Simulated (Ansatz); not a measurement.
# How the geometry moves the gap of Selenium (P3_121, 3 atoms a cell), part 2 of 2

Aim: gaps of Selenium (P3_121, 3 atoms a cell) at the database cell and after a full relaxation.

Ansatz 0.2.0; PBE, HSE06 and G0W0, plane waves, PAW. Known limits of the many-body steps: not at the basis limit; mesh may overstate the screening; no spin-orbit coupling; coarse k mesh.

So far. Step 4 (PBE at the relaxed cell): The gap is indirect, with the least direct gap 0.06 eV higher. Step 5 (HSE06 at the relaxed cell): The gap stands +0.65 eV against PBE.

**6. G0W0 at the relaxed cell**

G0W0 replaces the xc potential by the self-energy, built once from these orbitals. Only a window of levels is corrected, while the sums run over the empty bands that the input names. This step takes PAW set soft_1 files.

This step: G0W0 on PBE, plane waves, PAW; PAW set soft_1.

File input.yaml:

```yaml
crystal:
  lattice:
    - [4.0682621775, 0.0, 0.0]
    - [-2.0341310888, 3.523218395, 0.0]
    - [0.0, 0.0, 5.1274373202]
  atoms:
    - { symbol: Se, position: [0.2473091893, 0.0, 0.3333333333] }
    - { symbol: Se, position: [0.0, 0.2473091893, 0.6666666667] }
    - { symbol: Se, position: [0.7526908107, 0.7526908107, 0.0] }
kpoints:
  mp_grid: { grid: [6, 6, 4] }
hamiltonian:
  xc: pbe
  pseudopotentials: { kind: paw, azcp: { folder: soft_1 } }
scf:
  occupations: { method: fixed }
gw:
  n_empty_bands: 219
  ecut_chi: 120
  qp_bands: [v2, c2]
  qp_kpoints: band_edges
  screening: { model: contour_deformation }
```

Command:

```bash
ansatz run input.yaml --threads 3 --pin off --max-ram 92160MiB --backend cuda --events-out ev --progress --plain --runs-dir out --devices 1 --max-vram 13GiB
```

Numbers of over 12 decimals in the logs are rounded to 6 here.

The log of the run:

```text
GPUs: using 1 of 1 available (devices: 1).
[...]
GPU FFT provider: cuFFT
GPU libraries: cuBLAS 13.8.2, cuFFT 12.4.0, cuSOLVER 12.3.4
Crystal: 3 atoms, lattice volume = 73.493 Å³
Basis set: ecut = 420 eV, 1421 PW (Γ)
Bands: 29, of which v1, the nominal top of the filled ones, is band 24 counted from 1 (23 counted from 0)
Symmetry: 6 space group operations
[...]
k-points: 24 of 144 (time reversal used)
[...]
2    26      8.9192   -10.4542    -3.6023   -14.1086  0.7362     8.9713     8.9711  root
[...]
23    23      7.9472   -17.3511     1.1109   -15.9042  0.7251     7.6033     7.6113  root
    23    24      7.9472   -17.3511     1.1109   -15.9042  0.7251     7.6033     7.6113  root
    23    25      8.4838   -11.8490    -3.2684   -15.2146  0.7324     8.5814     8.5810  root
    23    26     10.1920   -11.2560    -3.9714   -15.3411  0.7067    10.3064    10.3056  root
[key lines of the parts left out:]
SCF converged after 7 iterations
Free energy (F): -16407.178082 eV
Fermi energy:    7.947235 eV
```

Elapsed: 82 s, on 1 × NVIDIA H100 80GB HBM3 (shared by 6 runs) with 3 threads of AMD EPYC 7R13 (Zen 3), shared host; peak memory 1.4 GiB; 2.3 min of CPU time.

Numbers from this step:

```
bands summed                                 : 243
RPA ε∞ on this mesh (eigenvalues)            : 25.59, 31.02, 31.02
plane waves in the screening matrix          : 225
G0W0 gap on the mesh                         : 0.9698 eV
k of the valence top                         : 0.3333, 0.3333, -0.5
k of the conduction bottom                   : 0.3333, 0.3333, -0.5
starting gap on the mesh                     : 0.5365 eV
least direct G0W0 gap on the computed points : 0.9698 eV
```

The gap on the mesh goes from 0.54 eV to 0.97 eV, a correction of +0.43 eV. Between the two edge states, bare exchange in place of the xc potential would open the gap by 4.81 eV, and correlation takes back 4.38 eV. The start differs from the 0.47 eV found before because this mesh misses an edge.

**7. G0W0 at the given cell**

input.yaml, the sections that differ from step 6:

```yaml
crystal:
  lattice:
    - [4.3662, 0.0, 0.0]
    - [-2.1831, 3.781240118, 0.0]
    - [0.0, 0.0, 4.9536]
  atoms:
    - { symbol: Se, position: [0.2254, 0.0, 0.3333333333] }
    - { symbol: Se, position: [0.0, 0.2254, 0.6666666667] }
    - { symbol: Se, position: [0.7746, 0.7746, 0.0] }
gw:
  n_empty_bands: 244
  ecut_chi: 120
  qp_bands: [v2, c2]
  qp_kpoints: band_edges
  screening: { model: contour_deformation }
# kpoints, hamiltonian, scf: as in step 6
```

The log of the run:

```text
GPUs: using 1 of 1 available (devices: 1).
[...]
GPU FFT provider: cuFFT
GPU libraries: cuBLAS 13.8.2, cuFFT 12.4.0, cuSOLVER 12.3.4
Crystal: 3 atoms, lattice volume = 81.782 Å³
Basis set: ecut = 420 eV, 1583 PW (Γ)
Bands: 29, of which v1, the nominal top of the filled ones, is band 24 counted from 1 (23 counted from 0)
Symmetry: 6 space group operations
[...]
k-points: 24 of 144 (time reversal used)
[...]
1    26      8.0427   -10.6982    -3.7865   -14.6945  0.7318     8.2536     8.2525  root
[...]
23    23      6.2984   -17.4559     1.3972   -15.5637  0.7331     5.7975     5.8034  root
    23    24      6.2984   -17.4559     1.3972   -15.5637  0.7331     5.7975     5.8034  root
    23    25      7.5497   -11.3279    -3.5105   -15.0623  0.7431     7.7745     7.7735  root
    23    26      9.2295   -10.7515    -4.1544   -15.1531  0.7114     9.4791     9.4766  root
[key lines of the parts left out:]
SCF converged after 7 iterations
Free energy (F): -16407.227624 eV
Fermi energy:    6.527454 eV
```

Run time: 96 s. Hardware: 1 × NVIDIA H100 80GB HBM3 (shared by 6 runs) with 3 threads; peak memory 1.5 GiB.

Numbers from this step:

```
bands summed                                 : 268
RPA ε∞ on this mesh (eigenvalues)            : 9.138, 9.138, 13.71
plane waves in the screening matrix          : 237
G0W0 gap on the mesh                         : 1.711 eV
k of the valence top                         : 0, -0.5, -0.5
k of the conduction bottom                   : 0.3333, 0.3333, -0.5
starting gap on the mesh                     : 1.022 eV
least direct G0W0 gap on the computed points : 1.970 eV
```

The gap on the mesh goes from 1.02 eV to 1.71 eV, a correction of +0.69 eV. Between the two edge states, bare exchange in place of the xc potential would open the gap by 5.37 eV, and correlation takes back 4.68 eV.

**8. Together**

G0W0 rows are gaps on the mesh, lowered by the amount that the mesh misses the start's edges, a rough step that assumes the same correction there.

```tsv
level	given cell (eV)	relaxed cell (eV)	change (eV)
PBE	1.02	0.47	−0.55
HSE06	-	1.12	-
G0W0@PBE	1.71	0.91	−0.80
```

**9. Summary of results**

- volume change: −10.1 %
- PBE, given cell: 1.02 eV
- PBE, relaxed cell: 0.47 eV
- HSE06, relaxed cell: 1.12 eV
- G0W0@PBE, relaxed cell: 0.91 eV
- G0W0@PBE, given cell: 1.71 eV
- known limits: not at the basis limit; no spin-orbit coupling

**Reading.** Relaxation changes the volume by −10.1 % and the gap by −0.55 eV (PBE) and −0.80 eV (G0W0@PBE). Against experiment, by G0W0@PBE at the given cell: the gap of 1.71 eV lies +0.03 eV from the measured 1.68 eV (electronic, 78 K, 2023); the gap of 1.71 eV lies −0.24 eV from the measured 1.95 ± 0.04 eV (optical, 2017). An exciton line or allowed optical edge lies below the quasiparticle gap by the binding energy; a forbidden edge can push the onset above it. The calculation has static nuclei and no excitons; a measured gap holds zero-point and thermal motion, which mostly lowers it. Bands and cutoff are finite, so the gap is not at the basis limit. The miss can reach some tenths of an eV and take either sign; the mesh is an error of its own. The many-body steps are scalar-relativistic: spin-orbit coupling is not in them.

[Paths, hosts, dates, memory and timing lines, banners, echoed tables and standing remarks are left out of the program output.]

[Logs are printed without paths, hosts, clocks, repeated set-up lines and the standing remarks that a program may print on its own settings, such as how far it seeks lower states.]

[Runs of the session that timed out or met a known fault of the program may be left out.]

[Cells called generated may have been cut or substituted from an entry of the Crystallography Open Database or the Materials Project.]

[Hosts, paths, dates, database ids (printed as entryN), source tags and the programs' standing remarks are cut or masked in the printed files.]
